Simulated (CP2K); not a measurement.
The C K edge of difluoromethane was computed by TDDFT (CP2K XAS_TDP, aug-cc-pVTZ, TDA) at these levels: PBE0, PBEh(45%), PBEh(45%) + GW2X and PBEh(60%). The first three lines of C2 (bonded to 2 F and 2 H) with a strength over 0.0015, energy in eV and strength:

```tsv
run	first	second	third
1	281.30 (0.018)	281.45 (0.036)	282.13 (0.023)
2	286.92 (0.066)	287.33 (0.050)	288.39 (0.004)
3	290.68 (0.085)	291.37 (0.073)	292.91 (0.053)
4	293.13 (0.065)	293.55 (0.049)	294.61 (0.004)
```

Question: Which run is which?

Run 1: PBE0 (25 % exact exchange). Run 2: PBEh(45%) (45 % exact exchange). Run 3: PBEh(60%) (60 % exact exchange). Run 4: PBEh(45%) + GW2X (45 % exact exchange). Self-interaction lifts the core level, so the uncorrected lines rise with the share of exact exchange. The GW2X run keeps the spacings of its parent: 0.42 eV between the first two lines in run 4, 0.41 eV in run 2. Its shift is +6.21 eV, since the Kohn–Sham level at this share of exchange lies that far above the quasiparticle level.

[Banner, clock and machine lines of the logs are left out without a mark of their own.]

[Logs are printed without paths, hosts, clocks, repeated set-up lines and the standing remarks that a program may print on its own settings, such as how far it seeks lower states.]

[Hosts, paths, dates, database ids (printed as entryN), source tags and the programs' standing remarks are cut or masked in the printed files.]
